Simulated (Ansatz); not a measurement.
**Lattice dynamics of GaNi (Pm-3m)**

Wanted: vibrations and spectra of GaNi (Pm-3m); the cell is already relaxed. After the zone centre comes a 4×4×4 q mesh on a 16×16×16 k mesh.

Calculated with Ansatz 0.2.0; DFT PBEsol, scalar-relativistic, plane waves, PAW.

The database entry behind the starting cell differs from later determinations by our own check (about 0.2 % long), so it need not match the best structure at ambient conditions.

### Step 1. The starting structure

It takes space group Pm-3m (No. 221, cubic). Conventional cell: a = 2.873 Å, b = 2.873 Å, c = 2.873 Å, α = 90.00°, β = 90.00°, γ = 90.00°. Nearest to Ga lie 8 Ni at 2.49 Å. Ni has 8 Ga at 2.49 Å nearest. Farther neighbours are not listed.

### Step 2. Zone-centre response

The cell comes from relaxations at this level that are not shown. The zone centre comes first: it holds the modes that light can see, as far as symmetry allows. No field response is asked, since the mesh shows no gap.

The input, input.yaml:

```yaml
crystal:
  lattice:
    - [2.8728911496, 0.0, 0.0]
    - [0.0, 2.8728911496, 0.0]
    - [0.0, 0.0, 2.8728911496]
  atoms:
    - { symbol: Ga, position: [0.0, 0.0, 0.0] }
    - { symbol: Ni, position: [0.5, 0.5, 0.5] }
kpoints:
  mp_grid: { grid: [16, 16, 16] }
hamiltonian:
  xc: pbesol
scf:
  occupations: { method: methfessel_paxton, width: 0.15 }
output:
  eigenvalues: true
phonons:
  method: dfpt
```

Started as:

```bash
ansatz run input.yaml --threads 4 --pin off --max-ram 7168MiB --backend cpu --events-out ev --progress --plain --runs-dir out
```

Numbers of over 12 decimals in the logs are rounded to 6 here.

What it wrote:

```text
Engine: ansatz 0.2.0, aarch64-unknown-linux-gnu
Pseudopotentials: kind: paw
Pseudopotential: Ga, paw, valence charge 13, recommended cutoff 420 eV (normal), Ga.paw.azcp
Pseudopotential: Ni, paw, valence charge 18, recommended cutoff 420 eV (normal), Ni.paw.azcp
Functional definition: PBEsol
  exchange = pbesol_x
  correlation = pbesol_c
Crystal: 2 atoms, lattice volume = 23.711 Å³
Basis set: ecut = 420 eV, 461 PW (Γ), exchange–correlation on 40×40×40 points (8 copies of the dense FFT grid, shifted against one another)
Bands: 20, of which v1, the nominal top of the filled ones, is band 16 counted from 1 (15 counted from 0)
Symmetry: 48 space group operations
k-points: 405 of 4096 (irreducible under 8 space group operations, time reversal used)
Non-local potential: Ga, projectors of the file, l = 0: 2, l = 1: 2, l = 2: 3, l = 3: 1
Non-local potential: Ni, projectors of the file, l = 0: 3, l = 1: 2, l = 2: 3, l = 3: 1
PAW form: soft (Blöchl's): semilocal exchange-correlation on the pseudo side does not see the compensation charge
PAW frozen core: Ga, regenerated for the run's functional, and the local potential with it (the file was generated under x = pbe(κ = 0.804, μ = 0.219515), c = pbe(β = 0.066725))
PAW frozen core: Ni, regenerated for the run's functional, and the local potential with it (the file was generated under x = pbe(κ = 0.804, μ = 0.219515), c = pbe(β = 0.066725))
PAW one-centre angular grid: Ga, 590 points (default); XC on 64 Gauss nodes
PAW one-centre angular grid: Ni, 590 points (default); XC on 64 Gauss nodes
Initial density: superposition of atomic densities (neutral atoms: chi_scale 0, normalization atom), corrected by the library's trained network
Initial wavefunctions: pseudopotential atomic-orbital guess
Functional: x = pbesol(κ = 0.804, μ = 0.123457), c = pbesol(β = 0.046)
SCF iter   1: F=—  HF=-9549.009895 eV  |F-HF|=—  |Δ(HF+E_count)|=         —  Δρ=2.07e-2  dr2=6.15e-2  ethr=1.77e-3  ⟨swp⟩=4.9  Hψ=32670  notcnv=0
preconditioner: auto → none  [metal: Δε(μ)=0.042 eV  Ē_g=15.206 eV  σ=0.150 eV  W_gap=0.24  n_scr=6 (ndim 8)  ℏωp=36.6 eV  f_vac=0.000  D(μ)=0.73/eV (n_scr^D=6)  sad-step TF]
SCF iter   2: F=—  HF=-9549.002567 eV  |F-HF|=—  |Δ(HF+E_count)|=   7.33e-3  S|Δr|=    0.00e0  Δρ=8.47e-3  dr2=1.22e-2  ethr=1.98e-4  ⟨swp⟩=1.8  Hψ=11831  notcnv=0  defer=6
SCF iter   3: F=—  HF=-9549.001147 eV  |F-HF|=—  |Δ(HF+E_count)|=   1.42e-3  S|Δr|=    0.00e0  Δρ=1.55e-3  dr2=3.54e-4  ethr=3.95e-5  ⟨swp⟩=1.1  Hψ=8108  notcnv=0  defer=10
SCF iter   4: F=—  HF=-9549.001014 eV  |F-HF|=—  |Δ(HF+E_count)|=   1.33e-4  S|Δr|=    0.00e0  Δρ=4.79e-4  dr2=3.89e-5  ethr=1.14e-6  ⟨swp⟩=2.1  Hψ=11946  notcnv=0  defer=10
SCF iter   5: F=—  HF=-9549.000995 eV  |F-HF|=—  |Δ(HF+E_count)|=   1.92e-5  S|Δr|=    0.00e0  Δρ=8.44e-5  dr2=2.35e-7  ethr=1.25e-7  ⟨swp⟩=2.2  Hψ=12172  notcnv=0  defer=10
SCF iter   6: F=—  HF=-9549.000994 eV  |F-HF|=—  |Δ(HF+E_count)|=   9.60e-7  S|Δr|=    0.00e0  Δρ=1.10e-5  dr2=1.44e-8  ethr=7.57e-10  ⟨swp⟩=2.0  Hψ=14342  notcnv=0  defer=10
SCF iter   7: F=—  HF=-9549.000994 eV  |F-HF|=—  |Δ(HF+E_count)|=   1.19e-8  S|Δr|=    0.00e0  Δρ=8.24e-7  dr2=1.02e-10  ethr=4.64e-11  ⟨swp⟩=2.0  Hψ=13904  notcnv=0  defer=10
SCF iter   8: F=-9549.000994 eV  HF=-9549.000994 eV  |F-HF|=1.82e-12  |Δ(HF+E_count)|=  8.00e-11  S|Δr|=    0.00e0  Δρ=1.16e-7  dr2=2.47e-12  ethr=1.00e-12  ⟨swp⟩=6.6  Hψ=37850  notcnv=0
SCF 1 converged in 8 iterations: F = -9549.000994 eV  dr2 = 2.47e-12
  greatest PAW one-centre occupation: 1.001 electrons in one spin orbital (limit 2), on the Ni atom at site 1 (counted from 0), in its partial waves of l = 1
DFPT response loops at Γ: preconditioner auto → Kerker (q_TF=auto, 2.853 Å⁻¹) (partly filled bands, converged f_vac=0.000); β = 1.00, the filter's whole step (`scf.mixing.beta` (0.50) is not read by the response loops under this deck's `scf.mixing.preconditioner`; to damp them name `kerker` or `kerker_dos`, under which they read `scf.mixing.beta`, and type it under 1.00, their step now; both keys bind the ground state too); Broyden in place of MSR1
SCF converged after 8 iterations
Stability not checked: this state was not tested for a lower state beside it, because cold or Methfessel-Paxton smearing, or corrected tetrahedra, fill the levels in a way that the test cannot read (fill_not_monotonic; see scf.lower_state_search)
Free energy (F): -9549.000994 eV
Harris-Foulkes:  -9549.000994 eV  (|F-HF|=1.82e-12)
Internal energy: -9549.001620 eV  (E = F + TS)
E sigma→0 (E₀):  -9549.001150 eV
Entropy (-TS):   0.000627 eV (0.313 meV/atom)
Fermi energy:    16.825831 eV
--- Per-component energies (eV) ---
  E_band       = -258.476639
  E_kinetic    = 404.228367
  E_local      = -5127.011289  (includes V_loc(G=0)·N_el)
  E_nonlocal   = 1067.909376
  E_hartree    = 2255.572435
  E_xc         = -154.453995
  E_vxc        = -169.450976  (∫ρ·V_xc dr)
  E_paw        = -3550.207546  (= ΣΔE_a)
  E_vpaw       = -945.297453  (= ΣTr[D̂ρ^β])
  E_aug_tail   = 0.000334  (compensation charges beyond the density's cutoff)
  E_ewald      = -4446.099568
  E_core_change = 1.060267  (= ΣΔE_core)
  E_smearing   = 0.000627  (= −TS)
  E_closure    = 0.000000  (closes the sum)
  Σ components = -9549.000994   (vs F -9549.000994, Δ=0.00e0)
--- Band table (eV; the first three rows and the last of 405) ---
  k-point 0: bands = [... 12 lower, 15.3975, 15.3975, 15.3975, 21.7653, 21.7653, 21.7653, 27.4334, 27.4334]
  k-point 1: bands = [... 12 lower, 15.3556, 15.3556, 15.3976, 21.1323, 21.8895, 21.8895, 27.4550, 27.8306]
  k-point 2: bands = [... 12 lower, 15.2419, 15.2419, 15.3978, 19.8069, 22.2500, 22.2500, 27.5200, 28.1718]
  k-point 404: bands = [... 12 lower, 15.9018, 15.9018, 17.4215, 20.2878, 20.2878, 20.2878, 20.9699, 20.9699]
--- Phonons (Γ-DFPT): 2 representative perturbations + reference, on 405 of 4096 k-points (Σ response iterations 6) ---
  k mesh reduced under 8 symmetry operations, with k and −k counted as one. Each operation leaves every solved perturbation unchanged. A smaller set is not used because it would not reduce the number of displacements times k-points to solve
  ASR residual: 1.127e-4 → 0.000e0 eV/Å²; symmetrization residual: 2.376e-6 eV/Å²
  ASR residual per site (eV/Å²): 2.81e-5 1.13e-4
  Γ frequencies (cm⁻¹): 0.00 0.00 0.00 212.48 212.48 212.48
  non-analytic LO–TO correction: not included (Born effective charges unavailable; polar crystals: no LO–TO splitting at Γ)
```

It took 26 s on 4 threads of Arm Neoverse N1, shared host; peak memory 0.88 GiB.

In the SCF lines HF is the Harris–Foulkes energy and dr2 the Hartree energy of the density residual, in eV; the loop may stop once dr2 is under the threshold and the program's other checks hold. Hψ counts applications of the Hamiltonian.

This run has no spin polarisation, although Ni can carry a moment.

This step gave:

```
volume per atom                                         : 11.86 Å³
gap on the k-mesh                                       : 0 eV
sum-rule residual before enforcement                    : 1.13e-4 eV/Å²
point group                                             : m-3m
highest optical mode at the zone centre (no LO-TO term) : 212.5 cm⁻¹
lowest optical zone-centre mode                         : 212.5 cm⁻¹
```

Patterns of degenerate modes are one choice out of their space. Modes at Γ, with each element's share of the kinetic energy:

```csv
mode,frequency (cm⁻¹),symmetry,Ga %,Ni %
1,0.0,acoustic,54,46
2,0.0,acoustic,54,46
3,0.0,acoustic,54,46
4,212.5,T1u,46,54
5,212.5,T1u,46,54
6,212.5,T1u,46,54
```

Displacements in mode 6 (212.5 cm⁻¹), the largest set to 1:
```
Ga1  0.00  0.00 -0.84
Ni2  0.00  0.00  1.00
```

Before it was imposed, the acoustic sum rule was missed by 1.1e-4 eV/Å². Small misses are needed for a sound result but don't prove that mesh and cutoff are converged. The lowest optical mode is real, 212 cm⁻¹.

### Step 3. Phonons on a q mesh

Stability and thermal properties need the whole zone. Linear response on a 4×4×4 q mesh gives force constants as far as a supercell of that size would.

input.yaml, as its differences from that of step 2:

```diff
@@ -18 +18,8 @@
   method: dfpt
+  qmesh: [4, 4, 4]
+  temperatures: { t_max: 1000, t_step: 50 }
+  qpath:
+    path:
+      - [[0.0, 0.0, 0.0], [0.0, 0.5, 0.0], [0.5, 0.5, 0.0], [0.0, 0.0, 0.0], [0.5, 0.5, 0.5], [0.0, 0.5, 0.0]]
+      - [[0.5, 0.5, 0.5], [0.5, 0.5, 0.0]]
+    npoints: 10
```

What it wrote:

```text
[...]
Crystal: 2 atoms, lattice volume = 23.711 Å³
Basis set: ecut = 420 eV, 461 PW (Γ), exchange–correlation on 40×40×40 points (8 copies of the dense FFT grid, shifted against one another)
Bands: 20, of which v1, the nominal top of the filled ones, is band 16 counted from 1 (15 counted from 0)
Symmetry: 48 space group operations
k-points: 165 of 4096
[...]
SCF iter   1: F=—  HF=-9549.009898 eV  |F-HF|=—  |Δ(HF+E_count)|=         —  Δρ=2.07e-2  dr2=6.15e-2  ethr=1.77e-3  ⟨swp⟩=5.0  Hψ=13377  notcnv=0
[...]
SCF iter   8: F=-9549.000994 eV  HF=-9549.000994 eV  |F-HF|=0.00e0  |Δ(HF+E_count)|=  9.46e-11  S|Δr|=    0.00e0  Δρ=1.20e-7  dr2=2.61e-12  ethr=1.00e-12  ⟨swp⟩=6.8  Hψ=15517  notcnv=0
SCF 1 converged in 8 iterations: F = -9549.000994 eV  dr2 = 2.61e-12
[...]
phonons: the bands overlap, so this run is a metal and interpolates without the dipole-dipole term. If the crystal is really an insulator or semiconductor, its LO-TO splitting is missing
NSCF: frozen V_eff on 165 k-points
[...]
DFPT response loops at q = (0, 0, 0) (fractional): preconditioner auto → Kerker (q_TF=auto, 2.853 Å⁻¹) (partly filled bands, converged f_vac=0.000); β = 1.00, the filter's whole step (`scf.mixing.beta` (0.50) is not read by the response loops under this deck's `scf.mixing.preconditioner`; to damp them name `kerker` or `kerker_dos`, under which they read `scf.mixing.beta`, and type it under 1.00, their step now; both keys bind the ground state too); Broyden in place of MSR1
[...]
SCF converged after 8 iterations
[...]
Free energy (F): -9549.000994 eV
[...]
Internal energy: -9549.001620 eV  (E = F + TS)
E sigma→0 (E₀):  -9549.001150 eV
Entropy (-TS):   0.000627 eV (0.313 meV/atom)
Fermi energy:    16.825831 eV
[...]
--- Band table (eV; the first three rows and the last of 165) ---
  k-point 0: bands = [... 12 lower, 15.3975, 15.3975, 15.3975, 21.7653, 21.7653, 21.7653, 27.4334, 27.4334]
  k-point 1: bands = [... 12 lower, 15.3556, 15.3556, 15.3976, 21.1323, 21.8895, 21.8895, 27.4550, 27.8306]
  k-point 2: bands = [... 12 lower, 15.2419, 15.2419, 15.3978, 19.8069, 22.2500, 22.2500, 27.5200, 28.1718]
  k-point 164: bands = [... 12 lower, 15.9018, 15.9018, 17.4215, 20.2878, 20.2878, 20.2878, 20.9699, 20.9699]
--- Phonons (Γ-DFPT): 2 representative perturbations + reference (Σ response iterations 6) ---
  ASR residual: 1.113e-4 → 0.000e0 eV/Å²; symmetrization residual: 3.002e-6 eV/Å²
  ASR residual per site (eV/Å²): 2.61e-5 1.11e-4
  Γ frequencies (cm⁻¹): 0.00 0.00 0.00 212.48 212.48 212.48
--- Phonons (arbitrary-q DFPT): 10 irreducible q on the 4×4×4 mesh ---
  q = [0.0000, 0.0000, 0.0000] (star 1, of the zone-centre solve; hermiticity 1.13e-6, symmetrization 6.19e-12): -0.00 -0.00 0.00 212.48 212.48 212.48
  q = [0.0000, 0.0000, 0.2500] (star 6, 4 solved perturbations in 4032 linear systems a pass and spin channel, the states on 1296 of 4096 k-point pairs; hermiticity 3.92e-7, symmetrization 3.69e-13): 84.09 84.09 122.29 192.19 192.19 218.97
[...]
q = [0.0000, 0.2500, -0.5000] (star 12, 6 solved perturbations on 1296 of 4096 k-point pairs; hermiticity 1.42e-6, symmetrization 6.82e-8): 89.12 114.74 148.95 150.56 225.97 237.42
[...]
sum rule: each row above includes the acoustic sum rule's correction from the zone centre's row sums; it moved no ω² by more than (0.72 cm⁻¹)²
  mesh force constants: q→R imaginary residual 2.98e-18; ASR residual 1.113e-4 → 0.000e0 eV/Å²; symmetrization residual 5.329e-15 eV/Å²
  interpolated dispersion: 62 rows × 6 modes
  density of states and harmonic sums: on the 24×24×24 q-mesh, interpolated from the force constants of a 4×4×4 supercell (no non-analytic term)
  largest difference from the sums on the solved wave vectors: F 1.03e-2 eV, S 1.44e-5 and C_V 4.02e-6 eV/K
  zero-point energy: 0.058212 eV/cell   skipped modes (ω ≤ 0): 3   left out of the sums: 3.62e-5 of the cell's modes: C_V's classical limit lies that fraction below 3 k_B per atom; for a crystal, a wire or a layer, F and S can be off by more, and a phonons.interpolated_qmesh denser along its periods is the remedy for the sampling
```

It took 15 min on 4 threads; peak memory 3.1 GiB; 57 min of CPU time.

This step gave:

- sum-rule residual before enforcement: 1.11e-4 eV/Å²
- lowest frequency on the path: 0 cm⁻¹
- highest frequency on the path or at a solved wavevector: 248.8 cm⁻¹
- mean frequency: 156.5 cm⁻¹
- Debye temperature (second moment): 310 K
- logarithmic mean frequency: 144 cm⁻¹
- lowest mode on the q mesh (acoustic modes at Γ apart): 37.22 cm⁻¹
- zero-point energy per atom: 29.11 meV
- heat capacity at 300 K: 23.67 J/(mol atoms K)
- vibrational entropy at 300 K: 34.83 J/(mol atoms K)

Frequencies (cm⁻¹) solved at each irreducible wavevector; negative means imaginary. Frequencies by wavevector, by row:

```csv
q in reciprocal lattice units,star,mode 1,mode 2,mode 3,mode 4,mode 5,mode 6
0 0 0,1,0,0,0,212.5,212.5,212.5
0 0 0.25,6,84.1,84.1,122.3,192.2,192.2,219
0 0 -0.5,3,132.4,132.4,152.8,152.8,188.7,223.1
0 0.25 0.25,12,37.2,112.3,147,178.9,195.8,230.1
0 0.25 -0.5,12,89.1,114.7,148.9,150.6,226,237.4
0 -0.5 -0.5,3,77,77,148.5,164.8,248.8,248.8
0.25 0.25 0.25,8,76.3,76.3,137.9,209.8,209.8,211.9
0.25 0.25 -0.5,12,102.1,103.8,111.3,178.2,221.1,236.5
0.25 -0.5 -0.5,6,101.5,101.5,135.5,175.7,231.3,231.3
-0.5 -0.5 -0.5,1,144.1,144.1,144.1,199.7,199.7,199.7
```

Interpolated from a 4×4×4 q mesh. Phonon branches along the path, in cm⁻¹:

```csv
point,branch 1,branch 2,branch 3,branch 4,branch 5,branch 6
Γ,0,0,0,212,212,212
halfway,84,84,122,192,192,219
X,132,132,153,153,189,223
halfway,89,115,149,151,226,237
M,77,77,148,165,249,249
halfway,37,112,147,179,196,230
Γ,0,0,0,212,212,212
halfway,76,76,138,210,210,212
R,144,144,144,200,200,200
halfway,102,104,111,178,221,236
X,132,132,153,153,189,223
jump to R,144,144,144,200,200,200
halfway,102,102,136,176,231,231
M,77,77,148,165,249,249
```

The phonon branches as a text plot (rows in cm⁻¹):

```
    244 |           *******                                   ***
    233 |         ***     ****                     *****     *
    223 |   ******            **         ****     ****  **  *
    213 |***      **       **   ***********  *   **   *    *
    202 |  *                   **          ******      *  *
    192 |   *   **           ***    *  *         **     ** *
    181 |    * *             *       **            **       *
    171 |     *            **                        *       *
    161 |     **     ******                           **      ***
    150 |       **********   **      ***                **    ***
    140 |    *    **      *             *    ****         ** *
    130 |      *****       **                *   *     ***  *
    119 |   *             *    *         ****     **  **   *
    109 |     *   * *        *      *      *      *****     *
     98 |    *     * *   *    *                     *        *
     88 |   *         * *       *        **                   *
     78 |  *        *****      *        *                      **
     67 |                *             *
     57 |  *              *        * **
     47 | *                **   **
     36 | *                  *      *
     26 |*                    ** *
     16 |*                      *  *
      5 |                        **
         Γ      X      M          Γ            R        X|R     M
```

(Continued in part 2 of 2.)

[Logs are printed without paths, hosts, clocks, repeated set-up lines and the standing remarks that a program may print on its own settings, such as how far it seeks lower states.]

[Hosts, paths, dates, database ids (printed as entryN), source tags and the programs' standing remarks are cut or masked in the printed files.]
